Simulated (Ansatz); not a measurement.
## BaTiO3 (P4mm): refractive index against wavelength

The refractive index of BaTiO3 (P4mm) along x below the direct gap (2.09 eV on the mesh) is read from one computed spectrum, n = √(Re ε). x, y and z are the Cartesian axes of the input cell.

The structure is tetragonal, space group P4mm (No. 99). Conventional cell: a = 4.000 Å, b = 4.000 Å, c = 4.018 Å, α = 90.00°, β = 90.00°, γ = 90.00°. Ba on site a has 12 O at 2.79 to 2.88 Å as nearest neighbours. Around Ti on site b lie 6 O at 1.89 to 2.13 Å. O on site c has 2 Ti at 2.00 Å as nearest neighbours. Around O on site b lie 2 Ti at 1.89 to 2.13 Å.

Method: Ansatz 0.2.0, PBE, independent particles, k-mesh 6×6×6 with interpolation inside its cells, Gaussian parameter 0.15 eV.

Launch of the response step: `ansatz run input.yaml --threads 4 --pin off --max-ram 8192MiB --backend cpu --events-out ev --progress --plain --runs-dir out`. The run took 19 s, on 4 threads of Intel(R) Xeon(R) Platinum 8559C (Emerald Rapids) (shared host).

```tsv
wavelength (nm)	photon energy E (eV)	n
3000	0.413	2.5942
2000	0.620	2.6053
1550	0.800	2.6190
1310	0.946	2.6334
1064	1.165	?
850	1.459	2.7143
```

In the single-oscillator model n² − 1 = E₀E_d/(E₀² − E²), so 1/(n² − 1) = E₀/E_d − E²/(E₀E_d) is linear in E².

Working, on the rows shown:

| x = E² (eV²) | y = 1/(n² − 1) |
| --- | --- |
| 0.170801 | 0.174524 |
| 0.384302 | 0.172784 |
| 0.639837 | 0.170673 |
| 0.895757 | 0.168498 |
| 2.12762 | 0.157049 |

Means: x̄ = 0.84366, ȳ = 0.16871. Σ(x − x̄)(y − ȳ) = -0.02117, Σ(x − x̄)² = 2.357. Slope = -0.02117 / 2.357 = -0.008982; intercept = ȳ − slope · x̄ = 0.17628. Turned back into n, the line misses the rows shown by at most 0.0017.

Question: Predict the last column of the withheld row from the fit.

Answer: At x = 1.3578 the line gives y = 0.16409, that is 2.6635. The run gave 2.6613, so the interpolation is off by 0.0022, 1.8 % of the range in the table.

Refitted with all rows, the slope is -0.008929 and the intercept 0.17629. These give E₀ = √(intercept/−slope) = 4.44 eV and E_d = E₀/intercept = 25.2 eV; E₀ is 2.1 times the direct gap. The electronic limit at long wavelengths, without lattice vibrations, is n = √(1 + 1/intercept) = 2.583. The cell comes from an older database entry, whose edges can be off by a per cent or so. Excitons are left out and so are local fields; PBE gaps are as a rule too small. Spin-orbit coupling is left out.

[Logs are printed without paths, hosts, clocks, repeated set-up lines and the standing remarks that a program may print on its own settings, such as how far it seeks lower states.]
